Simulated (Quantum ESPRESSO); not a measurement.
# 1T-MgI2, 1 layer: cutoff convergence, part 2 of 3

Aim: how far one choice must go before the vacuum level and the energy of 1T-MgI2, 1 layer stand still, and what it costs.

Quantum ESPRESSO 7.5; plane-wave DFT, PBE, SSSP efficiency pseudopotentials.

So far. Step 3 (Self-consistent run: ecutwfc 56 Ry, ecutrho 448 Ry): Counted from each run's own zero (the valence top), the vacuum level differs from the first run's by +1 meV.

## (4) Ground state: ecutwfc 45 Ry, ecutrho 360 Ry

Input file c2.in:

```
&control
  prefix = 'c2'
  outdir = './out'
  pseudo_dir = './pseudo'
  calculation = 'scf'
  tprnfor = .true.
/
&system
  ibrav = 0
  nat = 3
  ntyp = 2
  ecutwfc = 45
  ecutrho = 360
  occupations = 'smearing'
  smearing = 'fd'
  degauss = 0.004
  assume_isolated = 'esm'
  esm_bc = 'bc1'
/
&electrons
  conv_thr = 1e-07
  mixing_beta = 0.4
  electron_maxstep = 120
  mixing_mode = 'local-TF'
/
ATOMIC_SPECIES
  I   126.9045  I.pbe-n-kjpaw_psl.0.2.UPF
  Mg  24.3050  Mg.pbe-n-kjpaw_psl.0.3.0.UPF
CELL_PARAMETERS angstrom
  4.20000000000000 0.00000000000000 0.00000000000000
  -2.10000000000000 3.63730669589464 0.00000000000000
  0.00000000000000 0.00000000000000 19.59210358589312
ATOMIC_POSITIONS crystal
  I   0.666666666667 0.333333333333 -0.066151742577
  Mg  0.000000000000 0.000000000000 0.000000000000
  I   0.333333333333 0.666666666667 0.066151742577
K_POINTS automatic
  6 6 1 0 0 0
```

Started as:

```sh
> OMP_NUM_THREADS=1 mpirun -n 4 pw.x -nk 2 -in c2.in > c2.out
```

Output:

```text
[banner, memory and clock lines left out]
Program PWSCF v.7.5 starts
[...]
Message from routine setup:
[...]
number of electrons       =        16.00
     number of Kohn-Sham states=           12
     kinetic-energy cutoff     =      45.0000  Ry
     charge density cutoff     =     360.0000  Ry
[...]
number of k points=     7  Fermi-Dirac smearing, width (Ry)=  0.0040
[...]
Dense  grid:   232993 G-vectors     FFT dimensions: (  48,  48, 225)
[...]
negative rho (up, down):  6.114E-05 0.000E+00
     Starting wfcs are   12 randomized atomic wfcs
[...]
negative rho (up, down):  5.396E-06 0.000E+00
[...]
estimated scf accuracy    <       0.04146070 Ry
[...]
negative rho (up, down):  8.299E-04 0.000E+00
[...]
estimated scf accuracy    <       0.02149231 Ry
[...]
negative rho (up, down):  7.802E-05 0.000E+00
[...]
estimated scf accuracy    <       0.00142892 Ry
[...]
estimated scf accuracy    <       0.00119653 Ry
[...]
negative rho (up, down):  1.340E-05 0.000E+00
[...]
estimated scf accuracy    <       0.00066476 Ry
[...]
negative rho (up, down):  4.040E-05 0.000E+00
[...]
estimated scf accuracy    <       0.00006900 Ry
[...]
negative rho (up, down):  3.483E-05 0.000E+00
[...]
estimated scf accuracy    <       0.00005526 Ry
[...]
negative rho (up, down):  5.599E-05 0.000E+00
[...]
estimated scf accuracy    <       0.00003254 Ry
[...]
negative rho (up, down):  3.890E-05 0.000E+00
[...]
estimated scf accuracy    <       0.00003422 Ry
[...]
negative rho (up, down):  3.797E-05 0.000E+00
[...]
estimated scf accuracy    <       0.00000886 Ry
[...]
negative rho (up, down):  3.674E-05 0.000E+00
[...]
estimated scf accuracy    <       0.00007722 Ry
[...]
negative rho (up, down):  3.685E-05 0.000E+00
[...]
estimated scf accuracy    <       0.00000324 Ry
[...]
negative rho (up, down):  5.802E-05 0.000E+00
[...]
estimated scf accuracy    <       0.00000191 Ry
[...]
negative rho (up, down):  7.027E-05 0.000E+00
[...]
estimated scf accuracy    <       0.00000038 Ry
[...]
negative rho (up, down):  7.596E-05 0.000E+00
[...]
estimated scf accuracy    <       0.00000099 Ry
[...]
negative rho (up, down):  7.567E-05 0.000E+00
[...]
estimated scf accuracy    <       0.00000020 Ry
[...]
negative rho (up, down):  8.006E-05 0.000E+00
[...]
the Fermi energy is    -5.0140 ev
!    total energy              =    -791.61724655 Ry
[...]
estimated scf accuracy    <       0.00000005 Ry
     smearing contrib. (-TS)   =      -0.00000000 Ry
     internal energy E=F+TS    =    -791.61724655 Ry
[...]
one-electron contribution =     182.52203097 Ry
     hartree contribution      =     -88.86594402 Ry
     xc contribution           =     -85.38638001 Ry
     ewald contribution        =    -127.53329247 Ry
[...]
convergence has been achieved in  17 iterations
     negative rho (up, down):  8.006E-05 0.000E+00
[...]
Total force =     0.131595     Total SCF correction =     0.000506
[...]
```

Elapsed: 19 s, on 4 MPI ranks of Arm Neoverse V2, shared host; peak memory 0.47 GiB; 76 s of CPU time.

Read from the output:

```
free energy                                                    : -10770.5013 eV
Fermi energy                                                   : -5.014 eV
valence top, on the run's zero                                 : -6.275 eV
vacuum line at the lower end of the cell, over the valence top : 6.275 eV
vacuum line at the upper end of the cell, over the valence top : 6.275 eV
```

The program's own clock; routines nest. Time by routine:

| routine | wall time (s) | calls |
| --- | --- | --- |
| PWSCF | 18.43 | 1 |
| electrons | 17.45 | 1 |
| c_bands | 8.23 | 18 |
| cegterg | 7.46 | 72 |
| h_psi | 6.14 | 679 |
| fftw | 5.89 | 7776 |
| vloc_psi | 5.67 | 679 |
| mix_rho | 3.72 | 18 |
| ffts | 2.12 | 2004 |
| sum_band | 2.1 | 18 |
| v_of_rho | 1.68 | 18 |
| newd | 1.11 | 18 |
| fft | 0.97 | 244 |
| PAW_pot | 0.66 | 18 |

Counted from each run's own zero (the valence top), the vacuum level differs from the first run's by +0 meV.

## (5) Ground state: ecutwfc 38 Ry, ecutrho 304 Ry

c3.in, as its differences from the input of step 4:

```diff
@@ -1,3 +1,3 @@
 &control
-  prefix = 'c2'
+  prefix = 'c3'
   outdir = './out'
@@ -11,4 +11,4 @@
   ntyp = 2
-  ecutwfc = 45
-  ecutrho = 360
+  ecutwfc = 38
+  ecutrho = 304
   occupations = 'smearing'
```

Started as:

```sh
> OMP_NUM_THREADS=1 mpirun -n 4 pw.x -nk 2 -in c3.in > c3.out
```

Output:

```text
[banner, memory and clock lines left out]
Program PWSCF v.7.5 starts
[...]
Message from routine setup:
[...]
number of electrons       =        16.00
     number of Kohn-Sham states=           12
     kinetic-energy cutoff     =      38.0000  Ry
     charge density cutoff     =     304.0000  Ry
[...]
number of k points=     7  Fermi-Dirac smearing, width (Ry)=  0.0040
[...]
Dense  grid:   180337 G-vectors     FFT dimensions: (  45,  45, 216)
[...]
negative rho (up, down):  2.618E-05 0.000E+00
     Starting wfcs are   12 randomized atomic wfcs
[...]
negative rho (up, down):  3.519E-05 0.000E+00
[...]
estimated scf accuracy    <       0.04171997 Ry
[...]
negative rho (up, down):  1.412E-03 0.000E+00
[...]
estimated scf accuracy    <       0.02235701 Ry
[...]
negative rho (up, down):  1.051E-03 0.000E+00
[...]
estimated scf accuracy    <       0.00219333 Ry
[...]
negative rho (up, down):  5.421E-04 0.000E+00
[...]
estimated scf accuracy    <       0.00331606 Ry
[...]
negative rho (up, down):  2.636E-04 0.000E+00
[...]
estimated scf accuracy    <       0.00549205 Ry
[...]
negative rho (up, down):  4.998E-06 0.000E+00
[...]
estimated scf accuracy    <       0.01723473 Ry
[...]
negative rho (up, down):  2.853E-06 0.000E+00
[...]
estimated scf accuracy    <       0.00586391 Ry
[...]
negative rho (up, down):  2.708E-05 0.000E+00
[...]
estimated scf accuracy    <       0.00367085 Ry
[...]
negative rho (up, down):  1.040E-04 0.000E+00
[...]
estimated scf accuracy    <       0.00085233 Ry
[...]
negative rho (up, down):  7.366E-05 0.000E+00
[...]
estimated scf accuracy    <       0.00006408 Ry
[...]
negative rho (up, down):  1.833E-04 0.000E+00
[...]
estimated scf accuracy    <       0.00013167 Ry
[...]
negative rho (up, down):  1.267E-04 0.000E+00
[...]
estimated scf accuracy    <       0.00017097 Ry
[...]
negative rho (up, down):  7.998E-05 0.000E+00
[...]
estimated scf accuracy    <       0.00041524 Ry
[...]
negative rho (up, down):  8.319E-05 0.000E+00
[...]
estimated scf accuracy    <       0.00006639 Ry
[...]
negative rho (up, down):  1.016E-04 0.000E+00
[...]
estimated scf accuracy    <       0.00001316 Ry
[...]
negative rho (up, down):  8.694E-05 0.000E+00
[...]
estimated scf accuracy    <       0.00000372 Ry
[...]
negative rho (up, down):  8.494E-05 0.000E+00
[...]
estimated scf accuracy    <       0.00001017 Ry
[...]
negative rho (up, down):  1.031E-04 0.000E+00
[...]
estimated scf accuracy    <       0.00000589 Ry
[...]
negative rho (up, down):  9.524E-05 0.000E+00
[...]
estimated scf accuracy    <       0.00000279 Ry
[...]
negative rho (up, down):  9.145E-05 0.000E+00
[...]
estimated scf accuracy    <       0.00000181 Ry
[...]
negative rho (up, down):  8.877E-05 0.000E+00
[...]
estimated scf accuracy    <       0.00000089 Ry
[...]
negative rho (up, down):  8.870E-05 0.000E+00
[...]
estimated scf accuracy    <       0.00000056 Ry
[...]
negative rho (up, down):  8.984E-05 0.000E+00
[...]
estimated scf accuracy    <       0.00000013 Ry
[...]
negative rho (up, down):  1.009E-04 0.000E+00
[...]
estimated scf accuracy    <       0.00000032 Ry
[...]
negative rho (up, down):  1.005E-04 0.000E+00
[...]
estimated scf accuracy    <       0.00000028 Ry
[...]
negative rho (up, down):  1.031E-04 0.000E+00
[...]
the Fermi energy is    -5.0139 ev
!    total energy              =    -791.61709524 Ry
[...]
estimated scf accuracy    <       0.00000006 Ry
     smearing contrib. (-TS)   =      -0.00000000 Ry
     internal energy E=F+TS    =    -791.61709524 Ry
[...]
one-electron contribution =     182.52305689 Ry
     hartree contribution      =     -88.86681068 Ry
     xc contribution           =     -85.38616396 Ry
     ewald contribution        =    -127.53329247 Ry
[...]
convergence has been achieved in  26 iterations
     negative rho (up, down):  1.031E-04 0.000E+00
[...]
Total force =     0.131674     Total SCF correction =     0.000505
[...]
```

Wall time 16 s (4 MPI ranks); peak memory 0.45 GiB.

Read from the output:

* free energy: -10770.4993 eV
* valence top, on the run's zero: -6.274 eV
* conduction bottom, on the run's zero: -2.787 eV
* gap by band count: 3.487 eV
* vacuum line at the lower end of the cell, over the valence top: 6.274 eV
* vacuum line at the upper end of the cell, over the valence top: 6.274 eV

The program's own clock; routines nest. Time by routine:

| routine | wall time (s) | calls |
| --- | --- | --- |
| PWSCF | 15.14 | 1 |
| electrons | 14.38 | 1 |
| c_bands | 5.37 | 27 |
| cegterg | 4.82 | 108 |
| mix_rho | 4 | 27 |
| h_psi | 3.56 | 760 |
| vloc_psi | 3.1 | 760 |
| fftw | 3.1 | 9630 |
| ffts | 1.89 | 3129 |
| v_of_rho | 1.84 | 27 |
| sum_band | 1.6 | 27 |
| fft | 1.06 | 361 |
| PAW_pot | 0.81 | 27 |
| newd | 0.78 | 27 |

Counted from each run's own zero (the valence top), the vacuum level differs from the first run's by -1 meV.

## (6) SCF with pw.x: ecutwfc 31 Ry, ecutrho 248 Ry

c4.in, as its differences from the input of step 5:

```diff
@@ -1,3 +1,3 @@
 &control
-  prefix = 'c3'
+  prefix = 'c4'
   outdir = './out'
@@ -11,4 +11,4 @@
   ntyp = 2
-  ecutwfc = 38
-  ecutrho = 304
+  ecutwfc = 31
+  ecutrho = 248
   occupations = 'smearing'
```

Started as:

```sh
> OMP_NUM_THREADS=1 mpirun -n 4 pw.x -nk 2 -in c4.in > c4.out
```

Output:

```text
[banner, memory and clock lines left out]
Program PWSCF v.7.5 starts
[...]
Message from routine setup:
[...]
number of electrons       =        16.00
     number of Kohn-Sham states=           12
     kinetic-energy cutoff     =      31.0000  Ry
     charge density cutoff     =     248.0000  Ry
[...]
number of k points=     7  Fermi-Dirac smearing, width (Ry)=  0.0040
[...]
Dense  grid:   133145 G-vectors     FFT dimensions: (  40,  40, 192)
[...]
negative rho (up, down):  1.639E-04 0.000E+00
     Starting wfcs are   12 randomized atomic wfcs
[...]
negative rho (up, down):  1.266E-04 0.000E+00
[...]
estimated scf accuracy    <       0.04029601 Ry
[...]
negative rho (up, down):  1.509E-03 0.000E+00
[...]
estimated scf accuracy    <       0.02187759 Ry
[...]
negative rho (up, down):  1.178E-04 0.000E+00
[...]
estimated scf accuracy    <       0.00121344 Ry
[...]
negative rho (up, down):  6.130E-04 0.000E+00
[...]
estimated scf accuracy    <       0.00117313 Ry
[...]
negative rho (up, down):  2.555E-05 0.000E+00
[...]
estimated scf accuracy    <       0.00243265 Ry
[...]
negative rho (up, down):  7.867E-05 0.000E+00
[...]
estimated scf accuracy    <       0.00033286 Ry
[...]
negative rho (up, down):  7.881E-05 0.000E+00
[...]
estimated scf accuracy    <       0.00009390 Ry
[...]
negative rho (up, down):  8.563E-05 0.000E+00
[...]
estimated scf accuracy    <       0.00005336 Ry
[...]
negative rho (up, down):  8.422E-05 0.000E+00
[...]
estimated scf accuracy    <       0.00004230 Ry
[...]
negative rho (up, down):  1.034E-04 0.000E+00
[...]
estimated scf accuracy    <       0.00005113 Ry
[...]
negative rho (up, down):  6.304E-04 0.000E+00
[...]
estimated scf accuracy    <       0.00003076 Ry
[...]
negative rho (up, down):  4.701E-04 0.000E+00
[...]
estimated scf accuracy    <       0.01150670 Ry
[...]
negative rho (up, down):  2.156E-04 0.000E+00
[...]
estimated scf accuracy    <       0.00759451 Ry
[...]
negative rho (up, down):  1.819E-04 0.000E+00
[...]
estimated scf accuracy    <       0.00554223 Ry
[...]
negative rho (up, down):  1.084E-04 0.000E+00
[...]
estimated scf accuracy    <       0.00438142 Ry
[...]
negative rho (up, down):  9.349E-05 0.000E+00
[...]
estimated scf accuracy    <       0.00157971 Ry
[...]
negative rho (up, down):  9.894E-05 0.000E+00
[...]
estimated scf accuracy    <       0.00015629 Ry
[...]
negative rho (up, down):  1.545E-04 0.000E+00
[...]
estimated scf accuracy    <       0.00001756 Ry
[...]
negative rho (up, down):  1.531E-04 0.000E+00
[...]
estimated scf accuracy    <       0.00000877 Ry
[...]
negative rho (up, down):  1.723E-04 0.000E+00
[...]
estimated scf accuracy    <       0.00000038 Ry
[...]
negative rho (up, down):  1.823E-04 0.000E+00
[...]
estimated scf accuracy    <       0.00000213 Ry
[...]
negative rho (up, down):  1.950E-04 0.000E+00
[...]
estimated scf accuracy    <       0.00000114 Ry
[...]
negative rho (up, down):  1.995E-04 0.000E+00
[...]
the Fermi energy is    -5.0214 ev
!    total energy              =    -791.61614893 Ry
[...]
estimated scf accuracy    <          1.0E-09 Ry
     smearing contrib. (-TS)   =      -0.00000000 Ry
     internal energy E=F+TS    =    -791.61614893 Ry
[...]
one-electron contribution =     182.52646598 Ry
     hartree contribution      =     -88.87207787 Ry
     xc contribution           =     -85.38498009 Ry
     ewald contribution        =    -127.53329247 Ry
[...]
convergence has been achieved in  23 iterations
     negative rho (up, down):  1.995E-04 0.000E+00
[...]
Total force =     0.132176     Total SCF correction =     0.000048
[...]
```

Elapsed: 15 s, on 4 MPI ranks; peak memory 0.37 GiB.

Numbers from this step:

- free energy: -10770.4864 eV
- Fermi energy: -5.021 eV
- valence top, on the run's zero: -6.276 eV
- conduction bottom, on the run's zero: -2.786 eV
- gap by band count: 3.490 eV
- vacuum line at the lower end of the cell, over the valence top: 6.276 eV
- vacuum line at the upper end of the cell, over the valence top: 6.276 eV

The program's own clock; routines nest. Time by routine:

| routine | wall time (s) | calls |
| --- | --- | --- |
| PWSCF | 14.09 | 1 |
| electrons | 13.46 | 1 |
| c_bands | 6.84 | 24 |
| cegterg | 6.21 | 96 |
| h_psi | 5.08 | 809 |
| fftw | 4.8 | 10996 |
| vloc_psi | 4.7 | 809 |
| mix_rho | 3.04 | 24 |
| ffts | 1.74 | 2754 |
| sum_band | 1.25 | 24 |
| v_of_rho | 1.17 | 24 |
| PAW_pot | 0.72 | 24 |
| fft | 0.55 | 322 |
| newd | 0.49 | 24 |

Counted from each run's own zero (the valence top), the vacuum level differs from the first run's by +1 meV.

## (7) Self-consistent run: ecutwfc 25 Ry, ecutrho 200 Ry

c5.in, as its differences from the input of step 6:

```diff
@@ -1,3 +1,3 @@
 &control
-  prefix = 'c4'
+  prefix = 'c5'
   outdir = './out'
@@ -11,4 +11,4 @@
   ntyp = 2
-  ecutwfc = 31
-  ecutrho = 248
+  ecutwfc = 25
+  ecutrho = 200
   occupations = 'smearing'
```

Started as:

```sh
> OMP_NUM_THREADS=1 mpirun -n 4 pw.x -nk 2 -in c5.in > c5.out
```

Output:

```text
[banner, memory and clock lines left out]
Program PWSCF v.7.5 starts
[...]
Message from routine setup:
[...]
number of electrons       =        16.00
     number of Kohn-Sham states=           12
     kinetic-energy cutoff     =      25.0000  Ry
     charge density cutoff     =     200.0000  Ry
[...]
number of k points=     7  Fermi-Dirac smearing, width (Ry)=  0.0040
[...]
Dense  grid:    96425 G-vectors     FFT dimensions: (  36,  36, 180)
[...]
negative rho (up, down):  4.968E-04 0.000E+00
     Starting wfcs are   12 randomized atomic wfcs
[...]
negative rho (up, down):  3.300E-04 0.000E+00
[...]
estimated scf accuracy    <       0.03913008 Ry
[...]
negative rho (up, down):  7.664E-04 0.000E+00
[...]
estimated scf accuracy    <       0.02140622 Ry
[...]
negative rho (up, down):  9.926E-05 0.000E+00
[...]
estimated scf accuracy    <       0.00102519 Ry
[...]
negative rho (up, down):  2.805E-04 0.000E+00
[...]
estimated scf accuracy    <       0.00126667 Ry
[...]
negative rho (up, down):  2.496E-05 0.000E+00
[...]
estimated scf accuracy    <       0.00248349 Ry
[...]
negative rho (up, down):  2.390E-05 0.000E+00
[...]
estimated scf accuracy    <       0.00016690 Ry
[...]
negative rho (up, down):  2.314E-05 0.000E+00
[...]
estimated scf accuracy    <       0.00004291 Ry
[...]
negative rho (up, down):  2.637E-05 0.000E+00
[...]
estimated scf accuracy    <       0.00003573 Ry
[...]
negative rho (up, down):  3.260E-05 0.000E+00
[...]
estimated scf accuracy    <       0.00007891 Ry
[...]
negative rho (up, down):  1.238E-04 0.000E+00
[...]
estimated scf accuracy    <       0.00011036 Ry
[...]
negative rho (up, down):  1.848E-04 0.000E+00
[...]
estimated scf accuracy    <       0.00041976 Ry
[...]
negative rho (up, down):  3.123E-04 0.000E+00
[...]
estimated scf accuracy    <       0.00024409 Ry
[...]
negative rho (up, down):  3.335E-04 0.000E+00
[...]
estimated scf accuracy    <       0.00004959 Ry
[...]
negative rho (up, down):  4.410E-04 0.000E+00
[...]
estimated scf accuracy    <       0.00003231 Ry
[...]
negative rho (up, down):  4.643E-04 0.000E+00
[...]
estimated scf accuracy    <       0.00000386 Ry
[...]
negative rho (up, down):  4.759E-04 0.000E+00
[...]
estimated scf accuracy    <       0.00000186 Ry
[...]
negative rho (up, down):  4.648E-04 0.000E+00
[...]
estimated scf accuracy    <       0.00000264 Ry
[...]
negative rho (up, down):  4.659E-04 0.000E+00
[...]
estimated scf accuracy    <       0.00000147 Ry
[...]
negative rho (up, down):  4.651E-04 0.000E+00
[...]
estimated scf accuracy    <       0.00000115 Ry
[...]
negative rho (up, down):  4.671E-04 0.000E+00
[...]
estimated scf accuracy    <       0.00000067 Ry
[...]
negative rho (up, down):  4.674E-04 0.000E+00
[...]
estimated scf accuracy    <       0.00000033 Ry
[...]
negative rho (up, down):  4.679E-04 0.000E+00
[...]
the Fermi energy is    -5.0295 ev
!    total energy              =    -791.61461656 Ry
[...]
estimated scf accuracy    <          4.2E-09 Ry
     smearing contrib. (-TS)   =      -0.00000000 Ry
     internal energy E=F+TS    =    -791.61461656 Ry
[...]
one-electron contribution =     182.52485533 Ry
     hartree contribution      =     -88.87662661 Ry
     xc contribution           =     -85.38371648 Ry
     ewald contribution        =    -127.53329247 Ry
[...]
convergence has been achieved in  22 iterations
     negative rho (up, down):  4.679E-04 0.000E+00
[...]
Total force =     0.132063     Total SCF correction =     0.000152
[...]
```

Wall time 8.3 s (4 MPI ranks); peak memory 0.32 GiB; 33 s of CPU time.

This step gave:

- free energy: -10770.4655 eV
- Fermi energy: -5.029 eV
- conduction bottom, on the run's zero: -2.780 eV
- gap by band count: 3.496 eV

(Continued in part 3 of 3.)

[Logs are printed without paths, hosts, clocks, repeated set-up lines and the standing remarks that a program may print on its own settings, such as how far it seeks lower states.]

[Hosts, paths, dates, database ids (printed as entryN), source tags and the programs' standing remarks are cut or masked in the printed files.]

[Maps of the electrostatic potential energy from Ansatz leave out the sawtooth potential of an applied field or a dipole correction, so their vacuum need not be flat; planar profiles and work functions include it.]
